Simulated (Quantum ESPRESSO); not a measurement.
# CaO (Fm-3m): phonons against volume, part 2 of 9

Which modes of CaO drive its thermal expansion?

Experimental results on record:
- heat capacity C_P per formula unit 42.2 J/mol/K and bulk modulus 113 GPa near room temperature (given in “High-Throughput Prediction of Finite-Temperature Properties using the Quasi-Harmonic Approximation”, 2016, arXiv:1603.06924)

Quantum ESPRESSO 7.5; DFT LDA, scalar-relativistic, plane waves, GBRV ultrasoft pseudopotentials.

So far. Step 2 (Probe on a coarse mesh): The start is under -7.3 GPa at this level and looks like an insulator or semiconductor on this mesh.

## (3) Relaxation

Phonons are second derivatives about a minimum, so cell and atoms are relaxed first, inside the symmetry of the start.

File relax.in:

```
&control
   calculation = 'vc-relax'
   prefix = 'x'
   outdir = './tmp'
   pseudo_dir = './pseudo'
   tprnfor = .true.
   tstress = .true.
   forc_conv_thr = 2.0d-05
   etot_conv_thr = 1.0d-07
   nstep = 40
/
&system
   ibrav = 0
   nat = 2
   ntyp = 2
   ecutwfc = 45.0
   ecutrho = 270.0
   occupations = 'fixed'
   nbnd = 10
/
&electrons
   conv_thr = 1.0d-11
   mixing_beta = 0.7
   electron_maxstep = 100
/
&ions
/
&cell
   press_conv_thr = 0.1
/
ATOMIC_SPECIES
 Ca     40.0780  Ca.upf
 O      15.9990  O.upf
CELL_PARAMETERS angstrom
     0.000000000    2.406500000    2.406500000
     2.406500000    0.000000000    2.406500000
     2.406500000    2.406500000    0.000000000
ATOMIC_POSITIONS crystal
 Ca     0.000000000   0.000000000   0.000000000
 O      0.500000000   0.500000000   0.500000000
K_POINTS automatic
 8 8 8 0 0 0
```

Launch:

```console
$ OMP_NUM_THREADS=1 mpirun -n 8 pw.x -nk 8 -in relax.in > relax.out
```

What it wrote:

```text
[banner, memory and clock lines left out]
Program PWSCF v.7.5

     Message from routine setup:
     using ibrav=0 with symmetry is DISCOURAGED, use correct ibrav instead

     G-vector sticks info

     bravais-lattice index     =            0
     lattice parameter (alat)  =       6.4313  a.u.
     unit-cell volume          =     188.0980 (a.u.)^3
     number of atoms/cell      =            2
     number of atomic types    =            2
     number of electrons       =        16.00
     number of Kohn-Sham states=           10
     kinetic-energy cutoff     =      45.0000  Ry
     charge density cutoff     =     270.0000  Ry
     scf convergence threshold =      1.0E-11
     mixing beta               =       0.7000
     number of iterations used =            8  plain     mixing
     energy convergence thresh.=      1.0E-07
     force convergence thresh. =      2.0E-05
     press convergence thresh. =      1.0E-01
     Exchange-correlation= SLA  PZ   NOGX NOGC
                           (   1   1   0   0   0   0   0)
     nstep                     =           40

     celldm(1)=   6.431314  celldm(2)=   0.000000  celldm(3)=   0.000000
     celldm(4)=   0.000000  celldm(5)=   0.000000  celldm(6)=   0.000000

     crystal axes: (cart. coord. in units of alat)
               a(1) = (   0.000000   0.707107   0.707107 )
               a(2) = (   0.707107   0.000000   0.707107 )
               a(3) = (   0.707107   0.707107   0.000000 )

     reciprocal axes: (cart. coord. in units 2 pi/alat)
               b(1) = ( -0.707107  0.707107  0.707107 )
               b(2) = (  0.707107 -0.707107  0.707107 )
               b(3) = (  0.707107  0.707107 -0.707107 )

     PseudoPot. # 1 for Ca read from file:
     ./pseudo/Ca.upf
     Pseudo is Ultrasoft + core correction, Zval = 10.0
     Using radial grid of  845 points,  6 beta functions with:
                l(1) =   0
                l(2) =   0
                l(3) =   1
                l(4) =   1
                l(5) =   2
                l(6) =   2
     Q(r) pseudized with  8 coefficients,  rinner =    1.500   1.500   1.500
                                                       1.500   1.500

     PseudoPot. # 2 for O  read from file:
     ./pseudo/O.upf
     Pseudo is Ultrasoft + core correction, Zval =  6.0
     Using radial grid of  737 points,  5 beta functions with:
                l(1) =   0
                l(2) =   0
                l(3) =   1
                l(4) =   1
                l(5) =   2
     Q(r) pseudized with  8 coefficients,  rinner =    0.900   0.900   0.900
                                                       0.900   0.900

     atomic species   valence    mass     pseudopotential
     Ca               10.00    40.07800     Ca( 1.00)
     O                 6.00    15.99900     O ( 1.00)

     48 Sym. Ops., with inversion, found

   Cartesian axes

     site n.     atom                  positions (alat units)
         1        Ca     tau(   1) = (   0.0000000   0.0000000   0.0000000  )
         2        O      tau(   2) = (   0.7071068   0.7071068   0.7071068  )

     number of k points=    29
                       cart. coord. in units 2pi/alat
        k(    1) = (   0.0000000   0.0000000   0.0000000), wk =   0.0039062
        k(    2) = (   0.0883883   0.0883883  -0.0883883), wk =   0.0312500
        k(    3) = (   0.1767767   0.1767767  -0.1767767), wk =   0.0312500
        k(    4) = (   0.2651650   0.2651650  -0.2651650), wk =   0.0312500
        k(    5) = (  -0.3535534  -0.3535534   0.3535534), wk =   0.0156250
        k(    6) = (   0.1767767   0.0000000   0.0000000), wk =   0.0234375
        k(    7) = (   0.2651650   0.0883883  -0.0883883), wk =   0.0937500
        k(    8) = (   0.3535534   0.1767767  -0.1767767), wk =   0.0937500
        k(    9) = (  -0.2651650  -0.4419417   0.4419417), wk =   0.0937500
        k(   10) = (  -0.1767767  -0.3535534   0.3535534), wk =   0.0937500
        k(   11) = (  -0.0883883  -0.2651650   0.2651650), wk =   0.0937500
        k(   12) = (   0.0000000  -0.1767767   0.1767767), wk =   0.0468750
        k(   13) = (   0.3535534   0.0000000   0.0000000), wk =   0.0234375
        k(   14) = (   0.4419417   0.0883883  -0.0883883), wk =   0.0937500
        k(   15) = (  -0.1767767  -0.5303301   0.5303301), wk =   0.0937500
        k(   16) = (  -0.0883883  -0.4419417   0.4419417), wk =   0.0937500
[...]
Dense  grid:    14163 G-vectors     FFT dimensions: (  36,  36,  36)

     Smooth grid:     7727 G-vectors     FFT dimensions: (  27,  27,  27)

     Check: negative core charge=   -0.000003

     Initial potential from superposition of free atoms

     starting charge      15.9953, renormalised to      16.0000
     Starting wfcs are   14 randomized atomic wfcs

     per-process dynamical memory:    21.4 Mb

     Self-consistent Calculation

     iteration #  1     ecut=    45.00 Ry     beta= 0.70
     Davidson diagonalization with overlap
     ethr =  1.00E-02,  avg # of iterations =  1.9

     total energy              =    -107.26584138 Ry
     estimated scf accuracy    <       0.46988209 Ry

     iteration #  2     ecut=    45.00 Ry     beta= 0.70
     Davidson diagonalization with overlap
     ethr =  2.94E-03,  avg # of iterations =  3.9

     total energy              =    -107.22594185 Ry
     estimated scf accuracy    <       1.49670133 Ry

     iteration #  3     ecut=    45.00 Ry     beta= 0.70
     Davidson diagonalization with overlap
     ethr =  2.94E-03,  avg # of iterations =  3.1

     total energy              =    -107.50822218 Ry
     estimated scf accuracy    <       0.00796952 Ry

     iteration #  4     ecut=    45.00 Ry     beta= 0.70
     Davidson diagonalization with overlap
     ethr =  4.98E-05,  avg # of iterations =  3.1

     total energy              =    -107.50900537 Ry
     estimated scf accuracy    <       0.00264137 Ry

     iteration #  5     ecut=    45.00 Ry     beta= 0.70
     Davidson diagonalization with overlap
     ethr =  1.65E-05,  avg # of iterations =  2.1

     total energy              =    -107.50947835 Ry
     estimated scf accuracy    <       0.00000840 Ry

     iteration #  6     ecut=    45.00 Ry     beta= 0.70
     Davidson diagonalization with overlap
     ethr =  5.25E-08,  avg # of iterations =  4.7

     total energy              =    -107.50948878 Ry
     estimated scf accuracy    <       0.00000259 Ry

     iteration #  7     ecut=    45.00 Ry     beta= 0.70
     Davidson diagonalization with overlap
     ethr =  1.62E-08,  avg # of iterations =  2.0

     total energy              =    -107.50948878 Ry
[...]
l(1) =   0
                l(2) =   0
                l(3) =   1
                l(4) =   1
                l(5) =   2
     Q(r) pseudized with  8 coefficients,  rinner =    0.900   0.900   0.900
[...]
atomic species   valence    mass     pseudopotential
     Ca               10.00    40.07800     Ca( 1.00)
     O                 6.00    15.99900     O ( 1.00)

     48 Sym. Ops., with inversion, found

   Cartesian axes

     site n.     atom                  positions (alat units)
         1        Ca     tau(   1) = (   0.0000000  -0.0000000  -0.0000000  )
         2        O      tau(   2) = (   0.6918362   0.6918362   0.6918362  )

     number of k points=    29
                       cart. coord. in units 2pi/alat
[...]
k(   22) = (   0.3613572   0.1806786  -0.0000000), wk =   0.0937500
        k(   23) = (  -0.2710179  -0.4516965   0.6323751), wk =   0.1875000
        k(   24) = (  -0.1806786  -0.3613572   0.5420358), wk =   0.0937500
        k(   25) = (  -0.1806786  -0.5420358   0.7227144), wk =   0.0937500
        k(   26) = (  -0.0903393  -0.4516965   0.6323751), wk =   0.1875000
        k(   27) = (   0.0000000  -0.3613572   0.5420358), wk =   0.0937500
        k(   28) = (  -0.7227144   0.1806786  -0.0000000), wk =   0.0468750
        k(   29) = (  -0.7227144   0.3613572  -0.0000000), wk =   0.0234375

     Dense  grid:    13323 G-vectors     FFT dimensions: (  36,  36,  36)

     Smooth grid:     7239 G-vectors     FFT dimensions: (  27,  27,  27)

     Check: negative core charge=   -0.000003

     Initial potential from superposition of free atoms

     starting charge      15.9953, renormalised to      16.0000
     Starting wfcs are   14 randomized atomic wfcs

     per-process dynamical memory:    27.2 Mb

     Self-consistent Calculation

[...]
total energy              =    -107.51250225 Ry
[...]
iteration #  8     ecut=    45.00 Ry     beta= 0.70
     Davidson diagonalization with overlap
     ethr =  1.68E-09,  avg # of iterations =  2.7

     total energy              =    -107.51250234 Ry
     estimated scf accuracy    <       0.00000013 Ry

     iteration #  9     ecut=    45.00 Ry     beta= 0.70
     Davidson diagonalization with overlap
     ethr =  8.16E-10,  avg # of iterations =  1.6

     total energy              =    -107.51250234 Ry
     estimated scf accuracy    <       0.00000002 Ry

     iteration # 10     ecut=    45.00 Ry     beta= 0.70
     Davidson diagonalization with overlap
     ethr =  1.34E-10,  avg # of iterations =  1.9

     total energy              =    -107.51250234 Ry
     estimated scf accuracy    <          6.8E-09 Ry

     iteration # 11     ecut=    45.00 Ry     beta= 0.70
     Davidson diagonalization with overlap
     ethr =  4.24E-11,  avg # of iterations =  2.4

     total energy              =    -107.51250234 Ry
     estimated scf accuracy    <          1.1E-11 Ry

     iteration # 12     ecut=    45.00 Ry     beta= 0.70
     Davidson diagonalization with overlap
     ethr =  1.00E-13,  avg # of iterations =  4.3

     total energy              =    -107.51250234 Ry
     estimated scf accuracy    <          9.0E-12 Ry

     iteration # 13     ecut=    45.00 Ry     beta= 0.70
     Davidson diagonalization with overlap
     ethr =  1.00E-13,  avg # of iterations =  2.0

     total energy              =    -107.51250234 Ry
     estimated scf accuracy    <          3.1E-12 Ry

     iteration # 14     ecut=    45.00 Ry     beta= 0.70
     Davidson diagonalization with overlap
     ethr =  1.00E-13,  avg # of iterations =  1.1

     total energy              =    -107.51250234 Ry
     estimated scf accuracy    <          4.7E-13 Ry

     iteration # 15     ecut=    45.00 Ry     beta= 0.70
     Davidson diagonalization with overlap
     ethr =  1.00E-13,  avg # of iterations =  1.0

     End of self-consistent calculation

          k = 0.0000 0.0000 0.0000 (   893 PWs)   bands (ev):

[...]
k = 0.0903 0.0903-0.0903 (   914 PWs)   bands (ev):

[...]
k = 0.1807 0.1807-0.1807 (   902 PWs)   bands (ev):

[...]
k = 0.2710 0.2710-0.2710 (   905 PWs)   bands (ev):

[...]
k = 0.1807 0.0000 0.0000 (   901 PWs)   bands (ev):

[...]
k = 0.2710 0.0903-0.0903 (   900 PWs)   bands (ev):

[...]
k = 0.3614 0.1807-0.1807 (   892 PWs)   bands (ev):

[...]
k =-0.0903-0.2710 0.2710 (   897 PWs)   bands (ev):

[...]
k = 0.0000-0.1807 0.1807 (   915 PWs)   bands (ev):

[...]
k = 0.3614 0.0000 0.0000 (   902 PWs)   bands (ev):

[...]
k = 0.4517 0.0903-0.0903 (   895 PWs)   bands (ev):

[...]
k =-0.1807-0.5420 0.5420 (   898 PWs)   bands (ev):

[...]
k =-0.0903-0.4517 0.4517 (   895 PWs)   bands (ev):

[...]
k = 0.0000-0.3614 0.3614 (   889 PWs)   bands (ev):

[...]
k = 0.5420-0.0000 0.0000 (   894 PWs)   bands (ev):

[...]
k =-0.0903-0.6324 0.6324 (   902 PWs)   bands (ev):

[...]
k = 0.0000-0.5420 0.5420 (   902 PWs)   bands (ev):

[...]
k =-0.7227 0.0000 0.0000 (   934 PWs)   bands (ev):

[...]
k = 0.3614 0.1807-0.0000 (   893 PWs)   bands (ev):

   -28.7032 -10.6553  -9.9618  -9.8343  -6.2888   6.1239   7.2153   7.5365
    13.4265  15.5527

          k =-0.2710-0.4517 0.6324 (   893 PWs)   bands (ev):

   -28.6623 -10.8483 -10.0457  -9.8824  -6.1213   5.9406   6.9016   7.1850
    13.9915  15.8460

          k =-0.1807-0.3614 0.5420 (   890 PWs)   bands (ev):

   -28.6452 -10.9259 -10.0648  -9.9157  -6.0581   5.8858   6.8766   6.9210
    14.9756  15.0433

          k =-0.1807-0.5420 0.7227 (   896 PWs)   bands (ev):

   -28.6468 -10.6421 -10.0762 -10.0154  -6.4868   6.3884   7.2084   7.4260
    12.7159  16.2659

          k =-0.0903-0.4517 0.6324 (   904 PWs)   bands (ev):

   -28.6297 -10.6067 -10.2387 -10.0489  -6.3933   6.5079   6.9263   7.1586
    13.5970  15.6421

          k = 0.0000-0.3614 0.5420 (   895 PWs)   bands (ev):

   -28.6362 -10.6997 -10.2411  -9.9728  -6.2404   6.2164   6.9476   7.0419
    14.6200  14.8733

          k =-0.7227 0.1807-0.0000 (   904 PWs)   bands (ev):

   -28.6238 -10.4685 -10.2029 -10.1233  -6.6947   6.8377   7.1713   7.4090
    12.4554  16.6606

          k =-0.7227 0.3614-0.0000 (   892 PWs)   bands (ev):

   -28.6230 -10.3375 -10.2979 -10.2979  -6.4321   6.6706   7.0103   7.0103
    14.4709  14.4709

     highest occupied, lowest unoccupied level (ev):     8.0790   11.5315

!    total energy              =    -107.51250234 Ry
     estimated scf accuracy    <          6.9E-14 Ry

     The total energy is the sum of the following terms:
     one-electron contribution =     -23.56046421 Ry
     hartree contribution      =      19.97593592 Ry
     xc contribution           =     -19.16301349 Ry
     ewald contribution        =     -84.76496056 Ry

     convergence has been achieved in  15 iterations

     Forces acting on atoms (cartesian axes, Ry/au):

     atom    1 type  1   force =     0.00000000    0.00000000    0.00000000
     atom    2 type  2   force =     0.00000000   -0.00000000   -0.00000000

     Total force =     0.000000     Total SCF correction =     0.000000

     Computing stress (Cartesian axis) and pressure

          total   stress  (Ry/bohr**3)                   (kbar)     P=        0.49
   0.00000336  -0.00000000  -0.00000000            0.49       -0.00       -0.00
   0.00000000   0.00000336  -0.00000000            0.00        0.49       -0.00
  -0.00000000  -0.00000000   0.00000336           -0.00       -0.00        0.49

     XML data file, charge density, pseudopotentials, collected wavefunctions
```

Wall time 6.1 s (8 MPI ranks of Arm Neoverse V2, shared host).

Step by step:

```
step  energy less that of the first step (eV)  largest force (eV/Å)  volume (Å³)
   1                                   0.0000                0.0000        27.87
   2                                  -0.0343                0.0000        26.85
   3                                  -0.0422                0.0000        26.02
   4                                  -0.0424                0.0000        26.11
   5                                  -0.0424                0.0000        26.11
   6                                  -0.0410                0.0000        26.11
```

```
conventional cell, symmetrised  before  after  change
                         a (Å)   4.813  4.709  -2.2 %
                         b (Å)   4.813  4.709  -2.2 %
                         c (Å)   4.813  4.709  -2.2 %
              volume (Å³/atom)   13.94  13.05  -6.3 %
```

The relaxed structure:

```xyz
2
Lattice="0.0000 2.3545 2.3545 2.3545 0.0000 2.3545 2.3545 2.3545 0.0000" Properties=species:S:1:pos:R:3 pbc="T T T"
Ca    0.0000    0.0000    0.0000
O     2.3545    2.3545    2.3545
```

This step gave:

```yaml
volume_per_atom: 13.05 Å³
pressure: 0.04900 GPa
gap_on_the_k_mesh: 3.452 eV
```

After the last step pw.x solved the final cell once more on a basis chosen for it, which moves the energy without moving the atoms.

[end of part 2 of 9]

[Logs are printed without paths, hosts, clocks, repeated set-up lines and the standing remarks that a program may print on its own settings, such as how far it seeks lower states.]

[Hosts, paths, dates, database ids (printed as entryN), source tags and the programs' standing remarks are cut or masked in the printed files.]

[A step with changed settings may run another functional than the one named; its input shows which.]

[Of the runs on displaced cells, only some may be shown.]
